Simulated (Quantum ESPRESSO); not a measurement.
# Terminations of Ge(111) and their dipole steps, part 2 of 5

Aim: how each group bound to the top atoms of Ge(111) shifts the vacuum level against a hydrogen-covered face.

Quantum ESPRESSO 7.5; plane-wave DFT, PBE, GBRV ultrasoft pseudopotentials.

So far. Step 2 (Relaxing the ions, H on top): The relaxation lowers the energy by 2 meV an atom. On the free atoms the largest force ends at 0.021 eV/Å. Step 2 (Relaxing the ions, H on top): The vacuum levels are read from the outermost 0.7 Å of the cell on either side.

## (3) Ground state, H on top

A run on the relaxed atoms gives the two vacuum levels.

H.esm.in

```
&control
  prefix = 'H.esm'
  outdir = './out'
  pseudo_dir = './pseudo'
  calculation = 'scf'
  tprnfor = .true.
/
&system
  ibrav = 0
  nat = 12
  ntyp = 2
  ecutwfc = 40
  ecutrho = 200
  occupations = 'smearing'
  smearing = 'fd'
  degauss = 0.002
  assume_isolated = 'esm'
  esm_bc = 'bc1'
  nbnd = 75
/
&electrons
  conv_thr = 1e-08
  mixing_beta = 0.4
  electron_maxstep = 120
  mixing_mode = 'plain'
/
ATOMIC_SPECIES
  H   1.0080  h_pbe_v1.4.uspp.F.UPF
  Ge  72.6300  ge_pbe_v1.4.uspp.F.UPF
CELL_PARAMETERS angstrom
  4.07293505963451 0.00000000000000 0.00000000000000
  -2.03646752981726 3.52726522960778 0.00000000000000
  0.00000000000000 0.00000000000000 33.25353458976204
ATOMIC_POSITIONS crystal
  H   0.000000000000 0.000000000000 -0.257001819000
  Ge  0.000000000000 0.000000000000 -0.210091578400
  Ge  0.333333333300 0.666666666700 -0.186567446200
  Ge  0.333333333300 0.666666666700 -0.111998700200
  Ge  0.666666666700 0.333333333300 -0.087304410000
  Ge  0.666666666700 0.333333333300 -0.012500692000
  Ge  0.000000000000 0.000000000000 0.012500692000
  Ge  0.000000000000 0.000000000000 0.087304410000
  Ge  0.333333333300 0.666666666700 0.111998700200
  Ge  0.333333333300 0.666666666700 0.186567446200
  Ge  0.666666666700 0.333333333300 0.210091578400
  H   0.666666666700 0.333333333300 0.257001819000
K_POINTS automatic
  6 6 1 0 0 0
```

The run is started by

```bash
> OMP_NUM_THREADS=1 mpirun -n 4 pw.x -nk 2 -in H.esm.in > H.esm.out
```

Log:

```text
[banner, memory and clock lines left out]
Program PWSCF v.7.5 starts
[...]
Message from routine setup:
[...]
number of electrons       =       142.00
     number of Kohn-Sham states=           75
     kinetic-energy cutoff     =      40.0000  Ry
     charge density cutoff     =     200.0000  Ry
[...]
number of k points=     7  Fermi-Dirac smearing, width (Ry)=  0.0020
[...]
Dense  grid:   154141 G-vectors     FFT dimensions: (  36,  36, 288)
[...]
negative rho (up, down):  5.225E-04 0.000E+00
     Starting wfcs are   92 randomized atomic wfcs
[...]
negative rho (up, down):  1.820E-04 0.000E+00
[...]
estimated scf accuracy    <       0.24994488 Ry
[...]
negative rho (up, down):  1.545E-04 0.000E+00
[...]
estimated scf accuracy    <       0.08377109 Ry
[...]
negative rho (up, down):  7.940E-05 0.000E+00
[...]
estimated scf accuracy    <       0.11257420 Ry
[...]
negative rho (up, down):  6.490E-05 0.000E+00
[...]
estimated scf accuracy    <       0.00620428 Ry
[...]
negative rho (up, down):  7.764E-05 0.000E+00
[...]
estimated scf accuracy    <       0.00430614 Ry
[...]
negative rho (up, down):  1.228E-04 0.000E+00
[...]
estimated scf accuracy    <       0.00369538 Ry
[...]
negative rho (up, down):  1.375E-04 0.000E+00
[...]
estimated scf accuracy    <       0.00052361 Ry
[...]
negative rho (up, down):  1.760E-04 0.000E+00
[...]
estimated scf accuracy    <       0.00006599 Ry
[...]
negative rho (up, down):  1.784E-04 0.000E+00
[...]
estimated scf accuracy    <       0.00000930 Ry
[...]
negative rho (up, down):  1.835E-04 0.000E+00
[...]
estimated scf accuracy    <       0.00000301 Ry
[...]
negative rho (up, down):  1.866E-04 0.000E+00
[...]
estimated scf accuracy    <       0.00000410 Ry
[...]
negative rho (up, down):  1.867E-04 0.000E+00
[...]
estimated scf accuracy    <       0.00000044 Ry
[...]
negative rho (up, down):  1.874E-04 0.000E+00
[...]
estimated scf accuracy    <       0.00000084 Ry
[...]
negative rho (up, down):  1.878E-04 0.000E+00
[...]
estimated scf accuracy    <       0.00000029 Ry
[...]
negative rho (up, down):  1.880E-04 0.000E+00
[...]
estimated scf accuracy    <       0.00000024 Ry
[...]
negative rho (up, down):  1.881E-04 0.000E+00
[...]
estimated scf accuracy    <       0.00000014 Ry
[...]
negative rho (up, down):  1.882E-04 0.000E+00
[...]
the Fermi energy is    -4.2978 ev
!    total energy              =   -2138.79446440 Ry
     estimated scf accuracy    <          4.0E-10 Ry
     smearing contrib. (-TS)   =      -0.00005684 Ry
     internal energy E=F+TS    =   -2138.79440756 Ry
[...]
one-electron contribution =   50030.43325875 Ry
     hartree contribution      =  -24950.24914424 Ry
     xc contribution           =    -584.28600396 Ry
     ewald contribution        =  -26634.69251811 Ry
     convergence has been achieved in  17 iterations
     negative rho (up, down):  1.882E-04 0.000E+00
[...]
Total force =     0.003330     Total SCF correction =     0.000143
[...]
```

The job ended after 2.8 min (4 MPI ranks of Arm Neoverse V1, shared host; peak memory 1 GiB).

This step gave:

```
valence top, on the run's zero                                 : -4.392 eV
conduction bottom, on the run's zero                           : -4.222 eV
gap by band count                                              : 0.1698 eV
vacuum line at the lower end of the cell, over the valence top : 4.392 eV
vacuum line at the upper end of the cell, over the valence top : 4.392 eV
```

Inside the slab this potential holds the local part of the pseudopotentials, which can be repulsive at the nuclei; only its value in the vacuum has a meaning of its own.

## (4) Relaxing the ions, Br on top

System of this step: Ge(111), 5 bilayers, H below, Br above. The cell holds 12 atoms: 1 H, 10 Ge and 1 Br. Cell: a = 4.073 Å, b = 4.073 Å, c = 34.024 Å, α = 90.0°, β = 90.0°, γ = 120.0°. It derives from Ge. Vacuum lies along c.

Br.relax.in

```
&control
  prefix = 'Br.relax'
  outdir = './out'
  pseudo_dir = './pseudo'
  nstep = 40
  forc_conv_thr = 0.001
  calculation = 'relax'
/
&system
  ibrav = 0
  nat = 12
  ntyp = 3
  ecutwfc = 40
  ecutrho = 200
  occupations = 'smearing'
  smearing = 'fd'
  degauss = 0.002
  assume_isolated = 'esm'
  esm_bc = 'bc1'
  nbnd = 78
/
&electrons
  conv_thr = 1e-07
  mixing_beta = 0.4
  electron_maxstep = 120
  mixing_mode = 'plain'
/
&ions
/
ATOMIC_SPECIES
  H   1.0080  h_pbe_v1.4.uspp.F.UPF
  Ge  72.6300  ge_pbe_v1.4.uspp.F.UPF
  Br  79.9040  br_pbe_v1.4.uspp.F.UPF
CELL_PARAMETERS angstrom
  4.07293505963451 0.00000000000000 0.00000000000000
  -2.03646752981726 3.52726522960778 0.00000000000000
  0.00000000000000 0.00000000000000 34.02353458976204
ATOMIC_POSITIONS crystal
  H   0.000000000000 0.000000000000 -0.264868638827
  Ge  0.000000000000 0.000000000000 -0.219018023399
  Ge  0.333333333333 0.666666666667 -0.194582455558
  Ge  0.333333333333 0.666666666667 -0.121275752038
  Ge  0.666666666667 0.333333333333 -0.096840184197
  Ge  0.666666666667 0.333333333333 -0.023533480677 0 0 0
  Ge  0.000000000000 0.000000000000 0.000902087164 0 0 0
  Ge  0.000000000000 0.000000000000 0.074208790684
  Ge  0.333333333333 0.666666666667 0.098644358525
  Ge  0.333333333333 0.666666666667 0.171951062045
  Ge  0.666666666667 0.333333333333 0.196386629886
  Br  0.666666666667 0.333333333333 0.264868638827
K_POINTS automatic
  6 6 1 0 0 0
```

The run is started by

```bash
> OMP_NUM_THREADS=1 mpirun -n 4 pw.x -nk 2 -in Br.relax.in > Br.relax.out
```

Log:

```text
[banner, memory and clock lines left out]
Program PWSCF v.7.5 starts

          URL

     Message from routine setup:
     using ibrav=0 with symmetry is DISCOURAGED, use correct ibrav instead

     bravais-lattice index     =            0
     lattice parameter (alat)  =       7.6967  a.u.
     unit-cell volume          =    3298.5391 (a.u.)^3
     number of atoms/cell      =           12
     number of atomic types    =            3
     number of electrons       =       148.00
     number of Kohn-Sham states=           78
     kinetic-energy cutoff     =      40.0000  Ry
     charge density cutoff     =     200.0000  Ry
     scf convergence threshold =      1.0E-07
     mixing beta               =       0.4000
     number of iterations used =            8  plain     mixing
     energy convergence thresh.=      1.0E-04
     force convergence thresh. =      1.0E-03
     Exchange-correlation=  SLA  PW   PBX  PBC
                           (   1   4   3   4   0   0   0)
     nstep                     =           40

     Effective Screening Medium Method
     Boundary Conditions: Vacuum-Slab-Vacuum
     total charge in unit cell        =   0.0000
     grid points for fit at edges     =        4

     celldm(1)=   7.696732  celldm(2)=   0.000000  celldm(3)=   0.000000
     celldm(4)=   0.000000  celldm(5)=   0.000000  celldm(6)=   0.000000

     crystal axes: (cart. coord. in units of alat)
               a(1) = (   1.000000   0.000000   0.000000 )
               a(2) = (  -0.500000   0.866025   0.000000 )
               a(3) = (   0.000000   0.000000   8.353567 )

     reciprocal axes: (cart. coord. in units 2 pi/alat)
               b(1) = (  1.000000  0.577350 -0.000000 )
               b(2) = (  0.000000  1.154701  0.000000 )
               b(3) = (  0.000000 -0.000000  0.119709 )

     PseudoPot. # 1 for H  read from file:
     ./pseudo/h_pbe_v1.4.uspp.F.UPF
     Pseudo is Ultrasoft, Zval =  1.0
     Generated by new atomic code, or converted to UPF format
     Using radial grid of  615 points,  2 beta functions with:
                l(1) =   0
                l(2) =   0
     Q(r) pseudized with  8 coefficients,  rinner =    0.700

     PseudoPot. # 2 for Ge read from file:
     ./pseudo/ge_pbe_v1.4.uspp.F.UPF
     Pseudo is Ultrasoft + core correction, Zval = 14.0
     Generated by new atomic code, or converted to UPF format
     Using radial grid of  873 points,  6 beta functions with:
                l(1) =   0
                l(2) =   0
                l(3) =   1
                l(4) =   1
                l(5) =   2
                l(6) =   2
     Q(r) pseudized with  8 coefficients,  rinner =    1.400   1.400   1.400
                                                       1.400   1.400

     PseudoPot. # 3 for Br read from file:
     ./pseudo/br_pbe_v1.4.uspp.F.UPF
     Pseudo is Ultrasoft + core correction, Zval =  7.0
     Generated by new atomic code, or converted to UPF format
     Using radial grid of  879 points,  6 beta functions with:
                l(1) =   0
                l(2) =   0
                l(3) =   1
                l(4) =   1
                l(5) =   2
                l(6) =   2
     Q(r) pseudized with  8 coefficients,  rinner =    1.100   1.100   1.100
                                                       1.100   1.100

     atomic species   valence    mass     pseudopotential
     H                 1.00     1.00800     H ( 1.00)
     Ge               14.00    72.63000     Ge( 1.00)
     Br                7.00    79.90400     Br( 1.00)

      6 Sym. Ops. (no inversion) found

   Cartesian axes

     site n.     atom                  positions (alat units)
         1        H      tau(   1) = (   0.0000000   0.0000000  -2.2125978  )
         2        Ge     tau(   2) = (   0.0000000   0.0000000  -1.8295817  )
         3        Ge     tau(   3) = (  -0.0000000   0.5773503  -1.6254575  )
         4        Ge     tau(   4) = (  -0.0000000   0.5773503  -1.0130851  )
         5        Ge     tau(   5) = (   0.5000000   0.2886751  -0.8089609  )
         6        Ge     tau(   6) = (   0.5000000   0.2886751  -0.1965885  )
         7        Ge     tau(   7) = (   0.0000000   0.0000000   0.0075356  )
         8        Ge     tau(   8) = (   0.0000000   0.0000000   0.6199081  )
         9        Ge     tau(   9) = (  -0.0000000   0.5773503   0.8240322  )
        10        Ge     tau(  10) = (  -0.0000000   0.5773503   1.4364047  )
        11        Ge     tau(  11) = (   0.5000000   0.2886751   1.6405288  )
        12        Br     tau(  12) = (   0.5000000   0.2886751   2.2125978  )

     number of k points=     7  Fermi-Dirac smearing, width (Ry)=  0.0020
                       cart. coord. in units 2pi/alat
        k(    1) = (   0.0000000   0.0000000   0.0000000), wk =   0.0555556
        k(    2) = (   0.0000000   0.1924501   0.0000000), wk =   0.3333333
        k(    3) = (   0.0000000   0.3849002   0.0000000), wk =   0.3333333
        k(    4) = (   0.0000000  -0.5773503   0.0000000), wk =   0.1666667
        k(    5) = (   0.1666667   0.2886751   0.0000000), wk =   0.3333333
        k(    6) = (   0.1666667   0.4811252   0.0000000), wk =   0.6666667
        k(    7) = (   0.3333333   0.5773503   0.0000000), wk =   0.1111111

     Dense  grid:   157591 G-vectors     FFT dimensions: (  36,  36, 300)

     Smooth grid:   112843 G-vectors     FFT dimensions: (  32,  32, 270)

     Check: negative core charge=   -0.000001

     Initial potential from superposition of free atoms

     starting charge     147.9912, renormalised to     148.0000

     negative rho (up, down):  5.071E-04 0.000E+00
     Starting wfcs are   95 randomized atomic wfcs

     per-process dynamical memory:   107.7 Mb

     Self-consistent Calculation

     iteration #  1     ecut=    40.00 Ry     beta= 0.40
     Davidson diagonalization with overlap
     ethr =  1.00E-02,  avg # of iterations =  2.4

     Threshold (ethr) on eigenvalues was too large:
     Diagonalizing with lowered threshold

     Davidson diagonalization with overlap
     ethr =  1.08E-04,  avg # of iterations = 11.4

     negative rho (up, down):  1.697E-04 0.000E+00

     total energy              =   -2184.52993514 Ry
     estimated scf accuracy    <       0.22204164 Ry

     iteration #  2     ecut=    40.00 Ry     beta= 0.40
     Davidson diagonalization with overlap
     ethr =  1.50E-04,  avg # of iterations =  5.9

     negative rho (up, down):  5.448E-05 0.000E+00

     total energy              =   -2184.51096621 Ry
     estimated scf accuracy    <       0.13403517 Ry

     iteration #  3     ecut=    40.00 Ry     beta= 0.40
[...]
-6.7274  -6.3311  -3.4288  -3.1708  -2.8645  -2.3978

          k = 0.3333 0.5774 0.0000 ( 14064 PWs)   bands (ev):

   -29.7702 -29.7635 -29.7370 -29.6988 -29.6829 -29.6509 -29.6450 -29.6443
   -29.6384 -29.6344 -29.6276 -29.6272 -29.6036 -29.5643 -29.5512 -29.5509
   -29.5335 -29.5048 -29.5034 -29.4964 -29.4901 -29.4871 -29.4852 -29.4849
   -29.4843 -29.4809 -29.4762 -29.4733 -29.4655 -29.4560 -29.4506 -29.4453
   -29.4397 -29.4392 -29.4277 -29.4131 -29.4128 -29.3956 -29.3819 -29.3745
   -29.3721 -29.3430 -29.3412 -29.3339 -29.3293 -29.3270 -29.3246 -29.3164
   -29.3132 -29.2965 -19.5716 -14.4576 -14.4293 -14.4188 -14.4030 -13.9354
   -13.4548 -12.5745 -12.5719 -12.5423 -12.5300  -9.1597  -9.0741  -9.0342
    -8.9121  -8.8378  -8.3803  -8.3565  -7.8737  -7.4321  -7.3245  -7.2626
    -6.9512  -6.7384  -3.2236  -2.9761  -2.8938  -2.4262

     the Fermi energy is    -4.8912 ev

!    total energy              =   -2184.54542314 Ry
     estimated scf accuracy    <          2.3E-10 Ry
     smearing contrib. (-TS)   =      -0.00020776 Ry
     internal energy E=F+TS    =   -2184.54521537 Ry

     The total energy is F=E-TS. E is the sum of the following terms:
     one-electron contribution =   57842.73207230 Ry
     hartree contribution      =  -28858.63258651 Ry
     xc contribution           =    -609.70088170 Ry
     ewald contribution        =  -30558.94381946 Ry

     convergence has been achieved in  18 iterations

     negative rho (up, down):  1.410E-04 0.000E+00

     Forces acting on atoms (cartesian axes, Ry/au):

     atom    1 type  1   force =     0.00000000    0.00000000    0.00139037
     atom    2 type  2   force =     0.00000000   -0.00000000   -0.00040045
     atom    3 type  2   force =     0.00000000    0.00000000   -0.00036372
     atom    4 type  2   force =     0.00000000    0.00000000    0.00126193
     atom    5 type  2   force =     0.00000000    0.00000000    0.00228328
     atom    6 type  2   force =     0.00000000    0.00000000   -0.00220421
     atom    7 type  2   force =     0.00000000   -0.00000000    0.00048120
     atom    8 type  2   force =     0.00000000    0.00000000   -0.00189291
     atom    9 type  2   force =     0.00000000    0.00000000   -0.00086589
     atom   10 type  2   force =     0.00000000   -0.00000000    0.00106041
     atom   11 type  2   force =     0.00000000    0.00000000    0.00034555
     atom   12 type  3   force =     0.00000000    0.00000000   -0.00096876

     Total force =     0.003943     Total SCF correction =     0.000129
     Energy error            =      1.6E-05 Ry
     Gradient error          =      2.3E-03 Ry/Bohr

     number of scf cycles    =  12
     number of bfgs steps    =  11

     energy             old  =   -2184.5454076073 Ry
     energy             new  =   -2184.5454231369 Ry

     CASE: energy            _new < energy            _old

     new trust radius        =       0.0082149849 bohr
     new conv_thr            =       0.0000000010 Ry

ATOMIC_POSITIONS (crystal)
H                0.0000000000        0.0000000000       -0.2634365836
Ge               0.0000000000        0.0000000000       -0.2175388029
Ge               0.3333333333        0.6666666667       -0.1944777574
Ge               0.3333333333        0.6666666667       -0.1215349506
Ge               0.6666666667        0.3333333333       -0.0971267846
Ge               0.6666666667        0.3333333333       -0.0235334807    0   0   0
Ge               0.0000000000        0.0000000000        0.0009020872    0   0   0
Ge              -0.0000000000       -0.0000000000        0.0743615868
Ge               0.3333333333        0.6666666667        0.0988612229
Ge               0.3333333333        0.6666666667        0.1721008907
Ge               0.6666666667        0.3333333333        0.1954870694
Br               0.6666666667        0.3333333333        0.2642525309

     XML data file
     NEW-OLD atomic charge density approx. for the potential

     Check: negative core charge=   -0.000001

     negative rho (up, down):  1.469E-04 0.000E+00

     per-process dynamical memory:   142.9 Mb

     Self-consistent Calculation

     iteration #  1     ecut=    40.00 Ry     beta= 0.40
     Davidson diagonalization with overlap
     ethr =  1.00E-06,  avg # of iterations =  6.0

     Threshold (ethr) on eigenvalues was too large:
     Diagonalizing with lowered threshold

     Davidson diagonalization with overlap
     ethr =  7.23E-08,  avg # of iterations = 10.0

     negative rho (up, down):  1.438E-04 0.000E+00

     total energy              =   -2184.54542430 Ry
     estimated scf accuracy    <       0.00001349 Ry

     iteration #  2     ecut=    40.00 Ry     beta= 0.40
     Davidson diagonalization with overlap
     c_bands:  3 eigenvalues not converged
     ethr =  9.12E-09,  avg # of iterations = 16.3

     negative rho (up, down):  1.427E-04 0.000E+00

     total energy              =   -2184.54543315 Ry
     estimated scf accuracy    <       0.00015999 Ry

     iteration #  3     ecut=    40.00 Ry     beta= 0.40
     Davidson diagonalization with overlap
     c_bands:  1 eigenvalues not converged
     ethr =  9.12E-09,  avg # of iterations = 11.1

     negative rho (up, down):  1.426E-04 0.000E+00

     total energy              =   -2184.54544055 Ry
     estimated scf accuracy    <       0.00002799 Ry

     iteration #  4     ecut=    40.00 Ry     beta= 0.40
     Davidson diagonalization with overlap
     c_bands:  1 eigenvalues not converged
     ethr =  9.12E-09,  avg # of iterations =  5.3

     negative rho (up, down):  1.424E-04 0.000E+00

     total energy              =   -2184.54544147 Ry
     estimated scf accuracy    <       0.00001604 Ry

     iteration #  5     ecut=    40.00 Ry     beta= 0.40
     Davidson diagonalization with overlap
     c_bands:  1 eigenvalues not converged
     ethr =  9.12E-09,  avg # of iterations =  4.6

     negative rho (up, down):  1.411E-04 0.000E+00

     total energy              =   -2184.54543900 Ry
     estimated scf accuracy    <       0.00000992 Ry

     iteration #  6     ecut=    40.00 Ry     beta= 0.40
     Davidson diagonalization with overlap
     ethr =  6.70E-09,  avg # of iterations =  8.3

     negative rho (up, down):  1.411E-04 0.000E+00

     total energy              =   -2184.54544268 Ry
     estimated scf accuracy    <       0.00001169 Ry

     iteration #  7     ecut=    40.00 Ry     beta= 0.40
     Davidson diagonalization with overlap
     ethr =  6.70E-09,  avg # of iterations =  1.0

     negative rho (up, down):  1.410E-04 0.000E+00

     total energy              =   -2184.54544041 Ry
     estimated scf accuracy    <       0.00000755 Ry

     iteration #  8     ecut=    40.00 Ry     beta= 0.40
     Davidson diagonalization with overlap
     ethr =  5.10E-09,  avg # of iterations =  8.3

     negative rho (up, down):  1.410E-04 0.000E+00

     total energy              =   -2184.54544259 Ry
     estimated scf accuracy    <       0.00000216 Ry

     iteration #  9     ecut=    40.00 Ry     beta= 0.40
     Davidson diagonalization with overlap
     ethr =  1.46E-09,  avg # of iterations =  4.7

     negative rho (up, down):  1.409E-04 0.000E+00

     total energy              =   -2184.54544242 Ry
     estimated scf accuracy    <       0.00000076 Ry

     iteration # 10     ecut=    40.00 Ry     beta= 0.40
     Davidson diagonalization with overlap
     c_bands:  1 eigenvalues not converged
     ethr =  5.17E-10,  avg # of iterations = 11.0

     negative rho (up, down):  1.409E-04 0.000E+00

     total energy              =   -2184.54544296 Ry
     estimated scf accuracy    <       0.00000073 Ry

     iteration # 11     ecut=    40.00 Ry     beta= 0.40
     Davidson diagonalization with overlap
     ethr =  4.91E-10,  avg # of iterations =  1.0

     negative rho (up, down):  1.409E-04 0.000E+00

     total energy              =   -2184.54544271 Ry
     estimated scf accuracy    <       0.00000052 Ry

     iteration # 12     ecut=    40.00 Ry     beta= 0.40
     Davidson diagonalization wi
```

Elapsed: 36 min, on 4 MPI ranks; peak memory 1.1 GiB.

(Part 2 of 5 ends here.)

[Logs are printed without paths, hosts, clocks, repeated set-up lines and the standing remarks that a program may print on its own settings, such as how far it seeks lower states.]

[Hosts, paths, dates, database ids (printed as entryN), source tags and the programs' standing remarks are cut or masked in the printed files.]

[Maps of the electrostatic potential energy from Ansatz leave out the sawtooth potential of an applied field or a dipole correction, so their vacuum need not be flat; planar profiles and work functions include it.]
